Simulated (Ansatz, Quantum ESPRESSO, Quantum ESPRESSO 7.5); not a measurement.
# Band edges of 2H-TiI2, 1 layer under strain

Wanted: deformation of the bands of 2H-TiI2, 1 layer, driven from Python.

Method: plane-wave DFT, PBE, GBRV ultrasoft pseudopotentials (geometry by Ansatz 0.2.0 with PAW datasets; geometry under PBE), in Quantum ESPRESSO 7.5.

### Step 1. The structure

The cell holds 3 atoms: 2 I and 1 Ti. Cell: a = 3.865 Å, b = 3.865 Å, c = 18.798 Å, α = 90.0°, β = 90.0°, γ = 120.0°. It derives from TiI2. Vacuum lies along c.

This sheet is a model structure: its symmetry is held, and its stability is not tested here.

### Step 2. Geometry from Ansatz

A relaxation in Ansatz fixes the structure of this slab for the runs on it.

Contents of input.yaml:

```yaml
crystal:
  lattice:
    - [3.86496, 0.0, 0.0]
    - [-1.93248, 3.3471535446, 0.0]
    - [0.0, 0.0, 18.7976807306]
  atoms:
    - { symbol: I, position: [0.3333333333, 0.6666666667, 0.3989853912] }
    - { symbol: Ti, position: [0.0, 0.0, 0.5] }
    - { symbol: I, position: [0.3333333333, 0.6666666667, 0.6010146088] }
kpoints:
  mp_grid: { grid: [12, 12, 1] }
hamiltonian:
  xc: pbe
scf:
  occupations: { method: fermi_dirac, width: 0.05 }
  convergence: { dr2_threshold: 1.0e-08 }
efield:
  axis: 3
  dipole_correction: true
  ramp_position: 0.97
  ramp_width: 0.04
relax:
  f_tol: 0.01
  cell: { fix: [c, alpha, beta] }
output:
  write_potential: true
  write_density: true
  volumetric_format: npy
```

The run is started by

```sh
ansatz run input.yaml --threads 4 --pin off --max-ram 8192MiB --backend cpu --events-out ev --progress --plain --runs-dir out
```

Numbers of over 12 decimals in the logs are rounded to 6 here.

Output:

```text
Warning: relax.cell: scf.convergence.dr2_threshold = 1e-8 eV is looser than the 3e-10 eV advised for a relaxation that steers and ends on the stress (1e-10 eV for each atom of the cell: 3). What an SCF threshold leaves in a stress goes as its square root, and in the free energy as the threshold itself, and one threshold admits the most on a small cell: [figures from the program's tests cut] Set scf.convergence.dr2_threshold to 3e-10 eV or tighter. The threshold is an SCF's pass mark: one that does not reach it within its budget of iterations ends unconverged, or closes short of it on a stop that the run arms, and scf.convergence.dr2_threshold's page says what that costs each kind of run
Engine: ansatz 0.2.0, aarch64-unknown-linux-gnu
Pseudopotentials: kind: paw
Pseudopotential: I, paw, valence charge 17, recommended cutoff 420 eV (normal), I.paw.azcp
Pseudopotential: Ti, paw, valence charge 12, recommended cutoff 420 eV (normal), Ti.paw.azcp
Functional definition: PBE
  parameter kappa = 0.804
  parameter beta = 0.066725
  exchange = pbe_x(kappa = kappa, mu = beta*pi^2/3)
  correlation = pbe_c(beta = beta)
Crystal: 3 atoms, lattice volume = 243.178 Å³
Basis set: ecut = 420 eV, 4791 PW (Γ), exchange–correlation on 54×54×256 points (8 copies of the dense FFT grid, shifted against one another)
Bands: 28, of which v1, the nominal top of the filled ones, is band 23 counted from 1 (22 counted from 0)
Symmetry: 6 space group operations
k-points: 19 of 144 (time reversal used)
Non-local potential: I, projectors of the file, l = 0: 2, l = 1: 2, l = 2: 2, l = 3: 2
Non-local potential: Ti, projectors of the file, l = 0: 3, l = 1: 2, l = 2: 3, l = 3: 1
PAW form: soft (Blöchl's): semilocal exchange-correlation on the pseudo side does not see the compensation charge
PAW one-centre angular grid: I, 590 points (default); XC on 64 Gauss nodes
PAW one-centre angular grid: Ti, 590 points (default); XC on 64 Gauss nodes
Initial density: superposition of atomic densities (neutral atoms: chi_scale 0, normalization atom), corrected by the library's trained network
Initial wavefunctions: pseudopotential atomic-orbital guess
Functional: x = pbe(κ = 0.804, μ = 0.219515), c = pbe(β = 0.066725)
SCF iter   1: F=—  HF=-17527.356149 eV  |F-HF|=—  |Δ(HF+E_count)|=         —  Δρ=2.62e-3  dr2=1.93e-2  ethr=1.77e-3  p=-0.000 e·Å  D=-3.30e-4 V/Å  ΔV_dip=0.01 eV  dr2_dipole=8.35e-7  V_vac-E_F(+/−)=3.75/3.74 eV  ⟨swp⟩=9.9  Hψ=2827  notcnv=0
efield: sawtooth ramp at fractional position 0.9700 (set: `efield.ramp_position`, or a place that a band, a saddle search or an elastic batch's reference lends), width 0.0400; the density the first Hamiltonian is built on has a dipole p = -0.000 e·Å; the dipole correction subtracts the counter field D = -3.30e-4 V/Å, which shifts the + side's vacuum level by +0.01 eV against the − side's; the planar-averaged density in the ramp window peaks in size at 2.7e-5 e/Å³
preconditioner: auto → Resta (q_TF=auto, 2.067 Å⁻¹)  ε∞=3.0  [insulator: Δε(μ)=0.571 eV  Ē_g=7.186 eV  σ=0.050 eV  W_gap=0.99  n_scr=42 (ndim 8)  ℏωp=10.1 eV  f_vac=0.608  D(μ)=0.02/eV (n_scr^D=0)  ε∞_Penn≈3.0  vacuum switching on, ρ_ref=3.7e-3 e/Å³]
SCF iter   2: F=—  HF=-17527.355694 eV  |F-HF|=—  |Δ(HF+E_count)|=   4.55e-4  Δρ=1.27e-3  dr2=3.29e-3  ethr=4.20e-5  p=-0.000 e·Å  D=-3.29e-5 V/Å  ΔV_dip=0.00 eV  dr2_dipole=2.45e-7  V_vac-E_F(+/−)=3.66/3.66 eV  ⟨swp⟩=3.2  Hψ=1241  notcnv=0
SCF iter   3: F=—  HF=-17527.357352 eV  |F-HF|=—  |Δ(HF+E_count)|=   1.66e-3  Δρ=6.05e-4  dr2=1.79e-3  ethr=7.16e-6  p=-0.000 e·Å  D=-1.79e-4 V/Å  ΔV_dip=0.00 eV  dr2_dipole=1.31e-6  V_vac-E_F(+/−)=3.58/3.58 eV  ⟨swp⟩=2.2  Hψ=707  notcnv=0
SCF iter   4: F=—  HF=-17527.357246 eV  |F-HF|=—  |Δ(HF+E_count)|=   1.06e-4  Δρ=3.64e-4  dr2=4.50e-4  ethr=3.89e-6  p=0.000 e·Å  D=6.79e-6 V/Å  ΔV_dip=-0.00 eV  dr2_dipole=2.01e-8  V_vac-E_F(+/−)=3.61/3.61 eV  ⟨swp⟩=2.4  Hψ=819  notcnv=0
SCF iter   5: F=—  HF=-17527.357261 eV  |F-HF|=—  |Δ(HF+E_count)|=   1.48e-5  Δρ=1.31e-4  dr2=6.25e-5  ethr=9.78e-7  p=0.000 e·Å  D=6.13e-5 V/Å  ΔV_dip=-0.00 eV  dr2_dipole=2.36e-7  V_vac-E_F(+/−)=3.60/3.60 eV  ⟨swp⟩=2.0  Hψ=551  notcnv=0
SCF iter   6: F=—  HF=-17527.357270 eV  |F-HF|=—  |Δ(HF+E_count)|=   9.00e-6  Δρ=3.14e-5  dr2=4.74e-6  ethr=1.36e-7  p=-0.000 e·Å  D=-6.48e-5 V/Å  ΔV_dip=0.00 eV  dr2_dipole=1.76e-7  V_vac-E_F(+/−)=3.59/3.59 eV  ⟨swp⟩=2.1  Hψ=728  notcnv=0
SCF iter   7: F=—  HF=-17527.357327 eV  |F-HF|=—  |Δ(HF+E_count)|=   5.69e-5  Δρ=9.19e-6  dr2=9.93e-7  ethr=1.03e-8  p=0.000 e·Å  D=7.66e-5 V/Å  ΔV_dip=-0.00 eV  dr2_dipole=3.44e-7  V_vac-E_F(+/−)=3.59/3.59 eV  ⟨swp⟩=2.0  Hψ=717  notcnv=0
SCF iter   8: F=—  HF=-17527.357327 eV  |F-HF|=—  |Δ(HF+E_count)|=   4.02e-8  Δρ=3.20e-6  dr2=2.83e-8  ethr=2.16e-9  p=-0.000 e·Å  D=-8.16e-6 V/Å  ΔV_dip=0.00 eV  dr2_dipole=3.06e-11  V_vac-E_F(+/−)=3.59/3.59 eV  ⟨swp⟩=2.0  Hψ=614  notcnv=0
SCF iter   9: F=-17527.357327 eV  HF=-17527.357327 eV  |F-HF|=8.48e-10  |Δ(HF+E_count)|=   3.98e-8  Δρ=7.10e-7  dr2=1.59e-9  ethr=2.17e-11  p=-0.000 e·Å  D=-7.33e-6 V/Å  ΔV_dip=0.00 eV  dr2_dipole=2.55e-12  V_vac-E_F(+/−)=3.59/3.59 eV  ⟨swp⟩=10.1  Hψ=3400  notcnv=0
SCF 1 converged in 9 iterations: F = -17527.357327 eV  dr2 = 1.59e-9
  greatest PAW one-centre occupation: 0.999 electrons in one spin orbital (limit 2), on the I atom at site 2 (counted from 0), in its partial waves of l = 2
relax step   1: F+E_penalty+E_count = -17527.35732685 eV  Δ(F+E_penalty+E_count) = +0.000e0 eV  max|allowed force component| = 7.585e-1 eV/Å  Δτ_max = 0.0000 Å  P = -1.520 GPa  Ω = 243.178 Å³  fix = [c, alpha, beta]  reactions: c -1.898 GPa  (9 SCF iters, accepted)
Crystal: 3 atoms, lattice volume = 237.971 Å³
Basis set: ecut = 420 eV, 4635 PW (Γ), exchange–correlation on 54×54×256 points (8 copies of the dense FFT grid, shifted against one another)
Initial density: handed on by an earlier stage of this run
Initial wavefunctions: those handed on with the density
iter 1 solved again at ethr=9.78e-4 eV; its pass at ethr=3.10e-3 eV (dr2=4.50e-1 eV) is discarded
SCF iter   1: F=—  HF=-17527.473722 eV  |F-HF|=—  |Δ(HF+E_count)|=         —  Δρ=9.35e-3  dr2=4.57e-1  ethr=9.78e-4  p=-0.000 e·Å  D=-6.25e-6 V/Å  ΔV_dip=0.00 eV  dr2_dipole=4.83e-11  V_vac-E_F(+/−)=3.84/3.84 eV  ⟨swp⟩=1.0  Hψ=3295  notcnv=0
[...]
SCF 3 converged in 9 iterations: F = -17527.487207 eV  dr2 = 1.56e-9
relax step   3: F+E_penalty+E_count = -17527.48720739 eV  Δ(F+E_penalty+E_count) = -7.659e-2 eV  max|allowed force component| = 1.048e-1 eV/Å  Δτ_max = 0.1087 Å  P = -0.227 GPa  Ω = 231.938 Å³  energy of the carried Pulay correction = +4.450e-4 eV  fix = [c, alpha, beta]  reactions: c -0.264 GPa  (9 SCF iters, accepted)
[...]
relax step   4: F+E_penalty+E_count = -17527.48943033 eV  Δ(F+E_penalty+E_count) = -2.223e-3 eV  max|allowed force component| = 1.647e-2 eV/Å  Δτ_max = 0.0083 Å  P = -0.031 GPa  Ω = 230.365 Å³  energy of the carried Pulay correction = +5.090e-4 eV  fix = [c, alpha, beta]  reactions: c -0.043 GPa  (6 SCF iters, accepted)
[...]
relax step   5: F+E_penalty+E_count = -17527.48947980 eV  Δ(F+E_penalty+E_count) = -4.947e-5 eV  max|allowed force component| = 1.959e-4 eV/Å  Δτ_max = 0.0017 Å  P = +0.000 GPa  Ω = 230.179 Å³  energy of the carried Pulay correction = +5.166e-4 eV  fix = [c, alpha, beta]  reactions: c -0.001 GPa  (5 SCF iters, accepted)
Initial wavefunctions: pseudopotential atomic-orbital guess (no wavefunctions were taken with the density)
iter 1 solved again at ethr=1.20e-6 eV; its pass at ethr=3.10e-3 eV (dr2=5.51e-4 eV) is discarded
SCF iter   1: F=—  HF=-17527.488803 eV  |F-HF|=—  |Δ(HF+E_count)|=         —  Δρ=2.90e-5  dr2=2.97e-7  ethr=1.20e-6  p=0.000 e·Å  D=1.54e-5 V/Å  ΔV_dip=-0.00 eV  dr2_dipole=2.70e-14  V_vac-E_F(+/−)=3.39/3.39 eV  ⟨swp⟩=3.4  Hψ=4245  notcnv=0
efield: sawtooth ramp at fractional position 0.9700 (set: `efield.ramp_position`, or a place that a band, a saddle search or an elastic batch's reference lends), width 0.0400; the density the first Hamiltonian is built on has a dipole p = 0.000 e·Å; the dipole correction subtracts the counter field D = 1.54e-5 V/Å, which shifts the + side's vacuum level by -0.00 eV against the − side's; the planar-averaged density in the ramp window peaks in size at 1.5e-5 e/Å³
eigensolver tolerance schedule: the retry pair's looser diagonalisation over-reported the residual by 1858.09 of it (diagonalisation noise at 2.56 of the residual, at the tolerance the schedule requests for it); recorded, not acted on — ethr = c·dr2/N_el stays at c = 1.0e-1
preconditioner: auto → Resta (q_TF=auto, 2.086 Å⁻¹)  ε∞=2.9  [insulator: Δε(μ)=0.683 eV  Ē_g=7.607 eV  σ=0.050 eV  W_gap=1.00  n_scr=42 (ndim 8)  ℏωp=10.4 eV  f_vac=0.615  D(μ)=0.00/eV (n_scr^D=0)  ε∞_Penn≈2.9  vacuum switching on, ρ_ref=4.2e-3 e/Å³]
SCF iter   2: F=—  HF=-17527.488869 eV  |F-HF|=—  |Δ(HF+E_count)|=   6.67e-5  Δρ=1.43e-5  dr2=8.24e-8  ethr=6.45e-10  p=0.000 e·Å  D=1.54e-5 V/Å  ΔV_dip=-0.00 eV  dr2_dipole=6.28e-12  V_vac-E_F(+/−)=3.39/3.39 eV  ⟨swp⟩=3.2  Hψ=1198  notcnv=0
SCF iter   3: F=—  HF=-17527.488870 eV  |F-HF|=—  |Δ(HF+E_count)|=   1.10e-7  Δρ=4.31e-6  dr2=6.93e-8  ethr=1.79e-10  p=0.000 e·Å  D=1.43e-5 V/Å  ΔV_dip=-0.00 eV  dr2_dipole=3.13e-11  V_vac-E_F(+/−)=3.39/3.39 eV  ⟨swp⟩=3.0  Hψ=992  notcnv=0
SCF iter   4: F=—  HF=-17527.488870 eV  |F-HF|=—  |Δ(HF+E_count)|=   5.32e-9  Δρ=2.16e-6  dr2=1.03e-8  ethr=1.51e-10  p=0.000 e·Å  D=1.51e-5 V/Å  ΔV_dip=-0.00 eV  dr2_dipole=9.34e-15  V_vac-E_F(+/−)=3.39/3.39 eV  ⟨swp⟩=2.4  Hψ=761  notcnv=0
SCF iter   5: F=-17527.488870 eV  HF=-17527.488870 eV  |F-HF|=1.27e-10  |Δ(HF+E_count)|=  5.24e-10  Δρ=5.70e-7  dr2=4.69e-10  ethr=2.17e-11  p=0.000 e·Å  D=1.54e-5 V/Å  ΔV_dip=-0.00 eV  dr2_dipole=3.69e-12  V_vac-E_F(+/−)=3.39/3.39 eV  ⟨swp⟩=11.1  Hψ=3295  notcnv=0
SCF 6 converged in 5 iterations: F = -17527.488870 eV  dr2 = 4.69e-10
relax step   6: F+E_penalty+E_count = -17527.48886952 eV  Δ(F+E_penalty+E_count) = +6.103e-4 eV  max|allowed force component| = 3.184e-4 eV/Å  Δτ_max = 0.0000 Å  P = +0.002 GPa  Ω = 230.179 Å³  fix = [c, alpha, beta]  reactions: c +0.001 GPa  stress off target by 2.69e-3 GPa on what of the cell is left free  SCF on the basis re-selected at this cell (its energy is not comparable with the rows above)  (5 SCF iters)
basis re-selected at this cell: Δ(F+E_penalty+E_count) = +6.103e-4 eV, ΔP = +0.002 GPa vs the last step (what re-selecting the basis moved, of the pressure what is left beyond the Pulay correction that the steps carried, after the strain that the cell walked since its last selection, with what the two solves' SCF thresholds leave and, on support functions, any second-order correction that the steps lacked; it is no m [...]
WARN: The output density's exchange-correlation potential varies sharply where the density is thin. Do not read a vacuum level from v_tot or v_xc, or from such a field of the output density. On a cell that repeats whose density bears no net charge and no dipole along the vacuum's axis use v_es (v_loc + v_h of the components); under efield.dipole_correction with no amplitude use v_es + v_field, which holds any externa [...]
SCF converged after 5 iterations
Free energy (F): -17527.488870 eV
Harris-Foulkes:  -17527.488870 eV  (|F-HF|=1.27e-10)
Internal energy: -17527.488764 eV  (E = F + TS)
E sigma→0 (E₀):  -17527.488817 eV
Entropy (-TS):   -0.000106 eV (-0.035 meV/atom)
Fermi energy:    1.876504 eV
Dipole field:    D = 0.000013 V/Å  (p = 0.000017 e·Å, saw-weighted, corrected)
Work function:   Φ+ = 3.3859 eV   Φ− = 3.3861 eV
Levels:          The Fermi level and band energies are counted from a zero that moves with the ramp; work functions are not
--- Per-component energies (eV) ---
  E_band       = -1278.968075
  E_kinetic    = 650.309878
  E_local      = -28321.028282  (includes V_loc(G=0)·N_el)
  E_nonlocal   = -171.179146
  E_hartree    = 13973.708527
  E_xc         = -353.444773
  E_vxc        = -379.066480  (∫ρ·V_xc dr)
  E_paw        = -10681.176523  (= ΣΔE_a)
  E_vpaw       = -1005.423101  (= ΣTr[D̂ρ^β])
  E_aug_tail   = 0.000088  (compensation charges beyond the density's cutoff)
  E_efield     = 0.000000  (sawtooth field / dipole correction)
  E_vefield    = -0.000112  (∫n·V_field dr)
  E_ewald      = 7375.321468
  E_smearing   = -0.000106  (= −TS)
  E_closure    = 0.000000  (closes the sum)
  Σ components = -17527.488870   (vs F -17527.488870, Δ=0.00e0)
--- Forces (eV/Å), atoms counted from 1 ---
  atom   1  I     -0.00000000    -0.00000000    -0.00031339
  atom   2  Ti     0.00000000     0.00000000    -0.00000453
  atom   3  I     -0.00000000    -0.00000000     0.00031862
  max |Σ_I F_I| component: 7.02e-7 eV/Å
--- Stress (GPa, compression-positive) ---
        0.002687       0.000000      -0.000000
        0.000000       0.002687      -0.000000
       -0.000000      -0.000000       0.000724
  P = ⅓ Tr σ = 0.0020 GPa (0.020 kbar)
--- Band table (eV; the first three rows and the last of 19) ---
  k-point 0: bands = [... 19 lower, -1.0941, -0.5941, -0.5941, 1.3547, 2.5414, 2.5414, 2.6084, 2.6084, ... 1 higher]
  k-point 1: bands = [... 19 lower, -1.1132, -0.8819, -0.7081, 1.3437, 2.4890, 2.4976, 2.5713, 2.6293, ... 1 higher]
  k-point 2: bands = [... 19 lower, -1.5441, -1.1708, -0.9843, 1.2607, 2.3676, 2.4892, 2.5044, 2.8284, ... 1 higher]
  k-point 18: bands = [... 19 lower, -3.1935, -3.1680, -1.5856, 1.5892, 2.2729, 2.7911, 3.0323, 3.5055, ... 1 higher]
--- Relaxed structure (5 steps of the walk, 5 accepted, 1 SCFs on fresh bases) ---
  F+E_penalty+E_count = -17527.48886952 eV   max|allowed force component| = 3.184e-4 eV/Å   (the final SCF, on the basis selected at the relaxed cell)
  cell:  # Å, volume = 230.1793 Å³
    - [3.760241, 0.0, 0]
    - [-1.880121, 3.256464, 0]
    - [0, 0, 18.7976807306]
  atoms:
    - { symbol: I, position: [0.333333, 0.666667, 0.403793] }
    - { symbol: Ti, position: [0, -2.878355989888597e-17, 0.500000] }
    - { symbol: I, position: [0.333333, 0.666667, 0.596207] }
```

It took 15 s on 4 threads of Arm Neoverse V2, shared host; peak memory 0.62 GiB; 59 s of CPU time.

The steps of the relaxation:

```csv
step,energy less that of the first step (eV),largest force component (eV/Å),pressure (GPa),volume (Å³)
1,0.0000,0.7585,-1.52,243.18
2,-0.0533,0.7872,0.48,237.97
3,-0.1299,0.1048,-0.23,231.94
4,-0.1321,0.0165,-0.03,230.36
5,-0.1322,0.0002,0.00,230.18
6*,-0.1315,0.0003,0.00,230.18
```

Relaxation steps marked * repeat the geometry before them on a plane-wave basis chosen anew for their cell, so energy and pressure can jump there.

Forces are held to the 6 operations that the run works with; a distortion that breaks them can't arise in this run.

```csv
cell as run,before,after,change
a (Å),3.865,3.760,-2.7 %
b (Å),3.865,3.760,-2.7 %
```

The atoms that moved most (Å, along periodic axes as changes of fractional coordinates times the final cell, across vacuum about the mean position):

```csv
atom,dx,dy,dz,length
I3,0.000,0.000,-0.090,0.090
I1,0.000,0.000,0.090,0.090
```

Final coordinates:

```xyz
3
Lattice="3.7602 0.0000 0.0000 -1.8801 3.2565 0.0000 0.0000 0.0000 18.7977" Properties=species:S:1:pos:R:3
I     0.0000    2.1710    7.5904
Ti    0.0000    0.0000    9.3988
I     0.0000    2.1710   11.2073
```

This step gave:

| Item | Value |
| --- | --- |
| free energy | -17527.4889 eV |
| energy at zero smearing | -17527.4888 eV |
| Fermi energy | 1.877 eV |
| gap by band count | 0.6829 eV |
| symmetry operations | 6 |
| dipole along the normal | 1.65e-5 e·Å |
| vacuum level at the upper face over a Fermi level inside the gap | 3.386 eV |
| vacuum level at the lower face over a Fermi level inside the gap | 3.386 eV |

(Part 1 of 2 ends here.)

[Logs are printed without paths, hosts, clocks, repeated set-up lines and the standing remarks that a program may print on its own settings, such as how far it seeks lower states.]

[Hosts, paths, dates, database ids (printed as entryN), source tags and the programs' standing remarks are cut or masked in the printed files.]

[Maps of the electrostatic potential energy from Ansatz leave out the sawtooth potential of an applied field or a dipole correction, so their vacuum need not be flat; planar profiles and work functions include it.]
